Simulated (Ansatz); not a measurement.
## Screened interactions in SrTiO3 (Tausonite)

Aim: U, U′ and J for the Ti t2g shell of SrTiO3 (Tausonite).

Program: Ansatz 0.2.0. Level of theory: non-magnetic LDA, then constrained RPA, plane waves, PAW. Results are calculated unless marked as measured.

This is a report of a sequence of runs, with most program output left out.

## Step 1: The structure

Symmetry: Pm-3m, No. 221, cubic system. The conventional cell has a = 3.905 Å, b = 3.905 Å, c = 3.905 Å, α = 90.00°, β = 90.00°, γ = 90.00°. Sr has 12 O at 2.76 Å nearest. Ti has 6 O at 1.95 Å nearest. O has 2 Ti at 1.95 Å and 4 Sr at 2.76 Å nearest. Farther neighbours and most contacts between anions are not listed.

The cell and positions come from the Crystallography Open Database and are kept as given unless a step says otherwise. The program's search for lower electronic states was switched off, so nothing shows that the state found is the lowest. The default PAW set here is soft_2. Its files were made with PBE.

## Step 2: LDA bands and orbital weights

This step: DFT, LDA, plane waves, PAW.

Input file input.yaml:

```yaml
crystal:
  lattice:
    - [-3.90528, 0.0, 0.0]
    - [0.0, 0.0, -3.90528]
    - [0.0, -3.90528, 0.0]
  atoms:
    - { symbol: Sr, position: [0.5, 0.5, 0.5] }
    - { symbol: Ti, position: [0.0, 0.0, 0.0] }
    - { symbol: O, position: [0.5, 0.0, 0.0] }
    - { symbol: O, position: [0.0, 0.5, 0.0] }
    - { symbol: O, position: [0.0, 0.0, 0.5] }
kpoints:
  mp_grid: { grid: [6, 6, 6] }
  band_path:
    path:
      - [[0.0, 0.0, 0.0], [0.0, 0.5, 0.0], [0.5, 0.5, 0.0], [0.0, 0.0, 0.0], [0.5, 0.5, 0.5], [0.0, 0.5, 0.0]]
      - [[0.5, 0.5, 0.5], [0.5, 0.5, 0.0]]
    npoints: 10
hamiltonian:
  xc: lda
scf:
  occupations: { method: gaussian, width: 0.08 }
  n_extra_bands: 19
  max_iter: 150
  lower_state_search: "off"
output:
  eigenvalues: true
  fatbands: true
  write_density: true
  write_potential: true
  elf: true
  volumetric_format: npy
```

The run is started by

```
$ ansatz run input.yaml --threads 4 --pin off --max-ram 14745MiB --backend cpu --events-out ev --progress --plain --runs-dir out
```

Run time: 2.5 s. Hardware: 4 threads of Arm Neoverse V1, shared host; peak memory 0.36 GiB; 9.1 s of CPU time.

Numbers from this step:

```yaml
filled_bands: 20
gap: 1.782 eV
valence_top_at: R
conduction_bottom_at: Γ
least_direct_gap: 2.131 eV
```

The gap is indirect, with the least direct gap 0.35 eV higher.

Electronic bands along the path, in eV, zero at the Fermi level:

```
    point  band 17  band 18  band 19  band 20  band 21  band 22  band 23  band 24
        Γ    -2.08    -1.24    -1.24    -1.24     0.89     0.89     0.89     3.48
  halfway    -2.58    -2.54    -1.49    -1.49     0.97     1.98     1.98     3.49
        X    -3.28    -2.92    -1.62    -1.62     1.06     2.87     2.87     3.50
  halfway    -2.80    -2.37    -2.22    -1.54     2.05     2.87     2.98     4.24
        M    -2.62    -2.47    -2.47    -0.98     2.88     2.88     3.33     4.46
  halfway    -2.62    -2.26    -1.97    -1.64     1.94     2.09     2.35     4.11
        Γ    -2.08    -1.24    -1.24    -1.24     0.89     0.89     0.89     3.48
  halfway    -3.71    -1.83    -1.83    -1.52     2.42     2.47     2.47     5.64
        R    -4.66    -0.89    -0.89    -0.89     3.56     3.56     3.56     6.00
  halfway    -3.64    -1.85    -1.71    -1.43     2.55     3.06     3.09     5.59
        X    -3.28    -2.92    -1.62    -1.62     1.06     2.87     2.87     3.50
jump to R    -4.66    -0.89    -0.89    -0.89     3.56     3.56     3.56     6.00
  halfway    -4.06    -1.57    -1.57    -0.94     3.16     3.16     3.44     5.89
        M    -2.62    -2.47    -2.47    -0.98     2.88     2.88     3.33     4.46
```

Of the projections kept (Ti 3d, O 2p), the largest for each band there; the rest of the weight can lie on other orbitals:

```
point    band 17    band 18    band 19    band 20     band 21     band 22     band 23     band 24
    Γ  O 2p 0.99  O 2p 0.98  O 2p 0.98  O 2p 0.98  Ti 3d 0.97  Ti 3d 0.97  Ti 3d 0.97  Ti 3d 0.78
    X  O 2p 0.73  O 2p 0.92  O 2p 0.97  O 2p 0.97  Ti 3d 1.00  Ti 3d 0.74  Ti 3d 0.74  Ti 3d 0.83
    M  O 2p 0.95  O 2p 0.95  O 2p 0.95  O 2p 0.99  Ti 3d 0.75  Ti 3d 0.75  Ti 3d 0.70  Ti 3d 0.74
    Γ  O 2p 0.99  O 2p 0.98  O 2p 0.98  O 2p 0.98  Ti 3d 0.97  Ti 3d 0.97  Ti 3d 0.97  Ti 3d 0.78
    R  O 2p 0.69  O 2p 0.99  O 2p 0.99  O 2p 0.99  Ti 3d 0.70  Ti 3d 0.70  Ti 3d 0.70           -
    X  O 2p 0.73  O 2p 0.92  O 2p 0.97  O 2p 0.97  Ti 3d 1.00  Ti 3d 0.74  Ti 3d 0.74  Ti 3d 0.83
```

Valence density in the ac plane at fractional y = 0.000, with atoms of Ti and O within 0.2 Å of it. It is the smooth field of the valence electrons, not physical close to the nuclei.

Values in units of 1e0 e/Å³, 14 rows by 14 columns, each cell a mean:
```
8.7 6.8 2.8 0.8 0.9 2.4 4.9 6.0 4.3 1.7 0.7 1.1 4.0 7.5
5.0 3.5 1.3 0.4 0.5 1.2 2.3 2.9 2.0 0.9 0.5 0.6 1.9 4.0
1.4 1.0 0.4 0.2 0.3 0.4 0.7 0.8 0.6 0.4 0.2 0.3 0.6 1.1
0.8 0.7 0.4 0.2 0.2 0.2 0.2 0.2 0.2 0.2 0.2 0.2 0.5 0.7
2.1 1.5 0.7 0.3 0.1 0.1 0.1 0.1 0.1 0.1 0.2 0.4 0.9 1.7
5.3 3.7 1.4 0.4 0.2 0.1 0.1 0.0 0.1 0.1 0.2 0.6 2.0 4.3
7.2 5.3 1.9 0.5 0.2 0.1 0.0 0.0 0.0 0.1 0.2 0.8 2.9 6.0
6.0 4.3 1.6 0.5 0.2 0.1 0.0 0.0 0.1 0.1 0.2 0.7 2.3 4.9
3.0 2.1 0.9 0.3 0.1 0.1 0.1 0.1 0.1 0.1 0.2 0.4 1.2 2.4
1.0 0.8 0.4 0.2 0.1 0.1 0.2 0.2 0.2 0.1 0.2 0.3 0.5 0.9
1.0 0.7 0.4 0.2 0.2 0.3 0.5 0.5 0.4 0.3 0.2 0.2 0.4 0.8
3.5 2.4 0.9 0.4 0.4 0.9 1.6 1.9 1.4 0.7 0.4 0.4 1.3 2.8
8.1 6.1 2.4 0.7 0.8 2.1 4.3 5.3 3.7 1.5 0.7 1.0 3.5 6.8
9.7 8.1 3.5 1.0 1.0 3.0 6.0 7.2 5.3 2.1 0.8 1.4 5.0 8.7
```
Columns run along a (3.9 Å), rows up along c (3.9 Å). Atoms in or near the plane, at fractional coordinates: Ti at (0.00, 0.00), O at (0.50, 0.00), O at (0.00, 0.50).

Electrostatic potential energy in the ac plane at fractional y = 0.000, with atoms of Ti and O within 0.2 Å of it. With pseudopotentials it is smooth inside the atoms' cores, unlike the true potential.

Ten even steps from '0' (-37 eV) to '9' (14 eV), each cell a mean:
```
11368410158521
22478743588632
45789998999865
78899999999988
46999999999985
02699999999951
00599999999830
01699999999941
34899999999974
78999999999988
56799999999876
23579865698743
11368410268521
11257300047421
```
Columns run along a (3.9 Å; values clipped at the 3rd and 97th percentile), rows up along c (3.9 Å). Atoms in or near the plane, at fractional coordinates: Ti at (0.00, 0.00), O at (0.50, 0.00), O at (0.00, 0.50).

## Step 3: Constrained RPA: Ti t2g, bands c1 to c3, 6×6×6 mesh, medium accuracy

Constrained RPA screens the interaction with every transition except those inside the target bands, which a later many-body model would treat itself.

This step: constrained RPA on LDA, plane waves, PAW.

input.yaml, the sections that differ from step 2:

```yaml
kpoints:
  mp_grid: { grid: [6, 6, 6] }
output:
  crpa:
    kmesh: [6, 6, 6]
    target_bands: [c1, c3]
    projections: [{ species: Ti, l: d, shell: 3, orbitals: [dxz, dyz, dxy] }]
  local_orbitals:
    kmesh: [6, 6, 6]
    orbitals: [{ species: Ti, l: d, shell: 3, orbitals: [dxz, dyz, dxy] }]
    window: { bands: [c1, c3] }
    seedname: lo
# crystal, hamiltonian, scf: as in step 2
```

Wall time 1.9 min (4 threads); peak memory 0.73 GiB.

Numbers from this step:

| Property | Result |
| --- | --- |
| U | 3.262 eV |
| U prime (inter-orbital) | 2.444 eV |
| J | 0.3980 eV |
| bare V | 15.32 eV |
| bare J | 0.5339 eV |
| stated bound on U | 0.004051 eV |
| U over bare V | 0.2129 |
| electrons in the window | 0 |
| head of the constrained inverse dielectric matrix | 0.1600 |
| least eigenvalue of the projection's overlap | 0.7006 |
| target functions | 3 |
| bands in the sums | 46 |
| r.m.s. miss of the model bands | 0.001673 eV |
| width of the target bands | 2.670 eV |
| weight of the projected orbitals in the window | 0.7894 |

On the Ti t2g shell, screening brings the on-site interaction from 15.3 eV down to U = 3.26 eV.

Kanamori averages over each shell's functions. Crpa shells, by row:

```csv
site,element,shell,orbitals,U (eV),U' (eV),J (eV),bare V (eV),bare V' (eV),bare J (eV),bound on U (eV)
2,Ti,3D,3,3.262,2.444,0.398,15.32,14.2,0.5339,0.004051
```

Density-density elements U_iijj, eV. U matrix, by row:

| orbital | Ti2 dxz | Ti2 dyz | Ti2 dxy |
| --- | --- | --- | --- |
| Ti2 dxz | 3.262 | 2.444 | 2.444 |
| Ti2 dyz | 2.444 | 3.262 | 2.444 |
| Ti2 dxy | 2.444 | 2.444 | 3.262 |

Exchange elements U_ijji, eV. J matrix, by row:

```
orbital  Ti2 dxz  Ti2 dyz  Ti2 dxy
Ti2 dxz        -    0.398    0.398
Ti2 dyz    0.398        -    0.398
Ti2 dxy    0.398    0.398        -
```

Projected local orbitals of the target window. Electronic bands along the path, in eV, zero at the Fermi level; # counts the bands kept:

```csv
point,#1,#2,#3
Γ,0.89,0.89,0.89
halfway,0.97,1.99,1.99
X,1.06,2.87,2.87
halfway,2.05,2.88,2.98
M,2.88,2.88,3.33
halfway,1.94,2.09,2.34
Γ,0.89,0.89,0.89
halfway,2.41,2.47,2.47
R,3.56,3.56,3.56
halfway,2.55,3.06,3.09
X,1.06,2.87,2.87
jump to R,3.56,3.56,3.56
halfway,3.16,3.16,3.44
M,2.88,2.88,3.33
```

The same for Kohn-Sham, solved directly:

| point | #1 | #2 | #3 |
| --- | --- | --- | --- |
| Γ | 0.89 | 0.89 | 0.89 |
| X | 1.06 | 2.87 | 2.87 |
| M | 2.88 | 2.88 | 3.33 |
| Γ | 0.89 | 0.89 | 0.89 |
| R | 3.56 | 3.56 | 3.56 |
| X | 1.06 | 2.87 | 2.87 |
| R | 3.56 | 3.56 | 3.56 |
| M | 2.88 | 2.88 | 3.33 |

Onsite levels, by row:

```csv
orbital,level less Fermi level (eV)
Ti2 dxz,2.521
Ti2 dyz,2.521
Ti2 dxy,2.521
```

Largest distinct elements between sites. Hoppings, by row:

```
   from       to      cell  distance (Å)   t (eV)
Ti2 dxz  Ti2 dxz    0 -1 0         3.905   -0.285
Ti2 dxz  Ti2 dxz    1 -1 0         5.523   -0.082
Ti2 dxz  Ti2 dxz    0 0 -1         3.905  -0.0346
Ti2 dxy  Ti2 dxy     0 0 2         7.811   0.0117
Ti2 dxz  Ti2 dxz   -1 -2 0         8.732  -0.0101
Ti2 dxy  Ti2 dyz    1 -1 0         5.523   -0.008
Ti2 dxz  Ti2 dxz     2 2 0         11.05  -0.0062
Ti2 dxz  Ti2 dxz   -1 -1 1         6.764  -0.0058
Ti2 dxy  Ti2 dxz  -1 -1 -1         6.764   0.0042
Ti2 dyz  Ti2 dyz    1 -1 0         5.523    0.004
Ti2 dyz  Ti2 dyz    1 0 -2         8.732   0.0031
Ti2 dyz  Ti2 dxy  -1 -1 -2         9.566   0.0016
```

## Step 4: Constrained RPA: Ti t2g + anion p, bands v9 to c3, 6×6×6 mesh, medium accuracy

input.yaml, the sections that differ from step 3:

```yaml
output:
  crpa:
    kmesh: [6, 6, 6]
    target_bands: [v9, c3]
    projections:
      - { species: Ti, l: d, shell: 3, orbitals: [dxz, dyz, dxy] }
      - { species: O, l: p, shell: 2 }
  local_orbitals:
    kmesh: [6, 6, 6]
    orbitals:
      - { species: Ti, l: d, shell: 3, orbitals: [dxz, dyz, dxy] }
      - { species: O, l: p, shell: 2 }
    window: { bands: [v9, c3] }
    seedname: lo
# crystal, kpoints, hamiltonian, scf: as in step 3
```

Elapsed: 12 min, on 4 threads; peak memory 0.87 GiB.

Numbers from this step:

* U: 6.339 eV
* U prime (inter-orbital): 5.254 eV
* J: 0.5500 eV
* bare V: 17.97 eV
* bare J: 0.6867 eV
* stated bound on U: 0.009890 eV
* U over bare V: 0.3528
* electrons in the window: 18
* head of the constrained inverse dielectric matrix: 0.2772
* least eigenvalue of the projection's overlap: 0.6056
* target functions: 12
* bands in the sums: 46
* r.m.s. miss of the model bands: 0.001041 eV
* width of the target bands: 9.183 eV
* weight of the projected orbitals in the window: 0.9512

On the Ti t2g shell, screening brings the on-site interaction from 18.0 eV down to U = 6.34 eV.

Kanamori averages over each shell's functions. Crpa shells, by row:

```csv
site,element,shell,orbitals,U (eV),U' (eV),J (eV),bare V (eV),bare V' (eV),bare J (eV),bound on U (eV)
2,Ti,3D,3,6.339,5.254,0.55,17.97,16.61,0.6867,0.00989
3,O,2P,3,6.285,4.921,0.6315,18.03,16.24,0.8264,0.01115
4,O,2P,3,6.285,4.921,0.6315,18.03,16.24,0.8264,0.01115
5,O,2P,3,6.285,4.921,0.6315,18.03,16.24,0.8264,0.01115
```

Projected local orbitals of the target window. Electronic bands along the path, in eV, zero at the Fermi level; v1 is the highest filled band, c1 the lowest empty one:

| point | v4 | v3 | v2 | v1 | c1 | c2 | c3 |
| --- | --- | --- | --- | --- | --- | --- | --- |
| Γ | -2.08 | -1.24 | -1.24 | -1.24 | 0.89 | 0.89 | 0.89 |
| halfway | -2.58 | -2.54 | -1.49 | -1.49 | 0.97 | 1.98 | 1.98 |
| X | -3.28 | -2.92 | -1.62 | -1.62 | 1.06 | 2.87 | 2.87 |
| halfway | -2.80 | -2.37 | -2.22 | -1.54 | 2.05 | 2.88 | 2.98 |
| M | -2.62 | -2.47 | -2.47 | -0.98 | 2.88 | 2.88 | 3.33 |
| halfway | -2.62 | -2.27 | -1.97 | -1.64 | 1.94 | 2.09 | 2.35 |
| Γ | -2.08 | -1.24 | -1.24 | -1.24 | 0.89 | 0.89 | 0.89 |
| halfway | -3.71 | -1.83 | -1.83 | -1.52 | 2.42 | 2.47 | 2.47 |
| R | -4.66 | -0.89 | -0.89 | -0.89 | 3.56 | 3.56 | 3.56 |
| halfway | -3.64 | -1.85 | -1.71 | -1.43 | 2.55 | 3.06 | 3.09 |
| X | -3.28 | -2.92 | -1.62 | -1.62 | 1.06 | 2.87 | 2.87 |
| jump to R | -4.66 | -0.89 | -0.89 | -0.89 | 3.56 | 3.56 | 3.56 |
| halfway | -4.06 | -1.57 | -1.57 | -0.94 | 3.16 | 3.16 | 3.44 |
| M | -2.62 | -2.47 | -2.47 | -0.98 | 2.88 | 2.88 | 3.33 |

The same for Kohn-Sham, solved directly:

```csv
point,v4,v3,v2,v1,c1,c2,c3
Γ,-2.08,-1.24,-1.24,-1.24,0.89,0.89,0.89
X,-3.28,-2.92,-1.62,-1.62,1.06,2.87,2.87
M,-2.62,-2.47,-2.47,-0.98,2.88,2.88,3.33
Γ,-2.08,-1.24,-1.24,-1.24,0.89,0.89,0.89
R,-4.66,-0.89,-0.89,-0.89,3.56,3.56,3.56
X,-3.28,-2.92,-1.62,-1.62,1.06,2.87,2.87
R,-4.66,-0.89,-0.89,-0.89,3.56,3.56,3.56
M,-2.62,-2.47,-2.47,-0.98,2.88,2.88,3.33
```

Onsite levels, by row:

```csv
orbital,level less Fermi level (eV)
Ti2 dxz,1.202
Ti2 dyz,1.202
Ti2 dxy,1.202
O3 pz,-2.347
O3 px,-3.983
O3 py,-2.347
O4 pz,-3.983
O4 px,-2.347
O4 py,-2.347
O5 pz,-2.347
O5 px,-2.347
O5 py,-3.983
```

Largest distinct elements between sites. Hoppings, by row:

```
   from       to     cell  distance (Å)   t (eV)
Ti2 dyz    O4 py   0 -1 0         1.953   -1.321
  O5 py    O5 py   0 0 -1         3.905   0.6701
  O3 pz    O4 px    1 0 0         2.761   0.2619
  O5 py    O3 py    0 0 1         2.761   0.2334
  O3 py    O3 py   -1 0 0         3.905  -0.1808
  O3 py    O3 py  0 -1 -1         5.523   0.0709
  O4 py    O3 py    0 0 0         2.761  -0.0669
  O3 py    O3 pz   0 -1 1         5.523  -0.0622
Ti2 dxz  Ti2 dxz    0 1 0         3.905  -0.0435
  O3 px    O3 px    2 0 0         7.811    0.041
  O3 pz    O4 px   1 0 -1         4.783     0.04
  O4 px    O4 px    1 0 0         3.905   0.0384
```

## Step 5: The windows together

Times are wall times on 4 threads of Arm Neoverse V1, shared host, good to a factor of about two.

| target | bands | functions | width (eV) | bare V (eV) | U (eV) | U′ (eV) | J (eV) | U/V | time |
| --- | --- | --- | --- | --- | --- | --- | --- | --- | --- |
| Ti t2g | c1–c3 | 3 | 2.67 | 15.32 | 3.26 | 2.44 | 0.40 | 0.21 | 1.9 min |
| Ti t2g + anion p | v9–c3 | 12 | 9.18 | 17.97 | 6.34 | 5.25 | 0.55 | 0.35 | 12 min |

## Step 6: Summary of results

| Property | Result |
| --- | --- |
| Ti t2g | U 3.26 eV, U′ 2.44 eV, J 0.40 eV, bare V 15.3 eV |
| Ti t2g + anion p | U 6.34 eV, U′ 5.25 eV, J 0.55 eV, bare V 18.0 eV |
| method | constrained RPA on non-magnetic LDA, 6×6×6 mesh, static; search for lower states off |

**Reading.** For Ti t2g, screening cuts the on-site interaction from 15.32 eV to 3.26 eV (21 %), while J goes only from 0.53 eV to 0.40 eV: the monopole is screened far more than the multipoles. U − 2J differs from U′ by +0.02 eV, so the Kanamori relation holds well. U is 1.2 times the width of the target bands. With the window Ti t2g + anion p U becomes 6.34 eV and the bare V 17.97 eV, so U/V goes from 0.21 to 0.35. The window Ti t2g is empty, so it holds no transition to leave out and its U is the fully screened RPA value. The parent state is non-magnetic and the interaction static (zero frequency); U depends on the window and the orbitals, so it belongs to this model alone. A window that holds the anion p bands defines a model with explicit ligands; its U belongs to that model and is not the U of DFT+U.

[Paths, hosts, dates, memory and timing lines, banners, echoed tables and standing remarks are left out of the program output.]

[Logs are printed without paths, hosts, clocks, repeated set-up lines and the standing remarks that a program may print on its own settings, such as how far it seeks lower states.]

[Runs of the session that timed out or met a known fault of the program may be left out.]

[Hosts, paths, dates, database ids (printed as entryN), source tags and the programs' standing remarks are cut or masked in the printed files.]
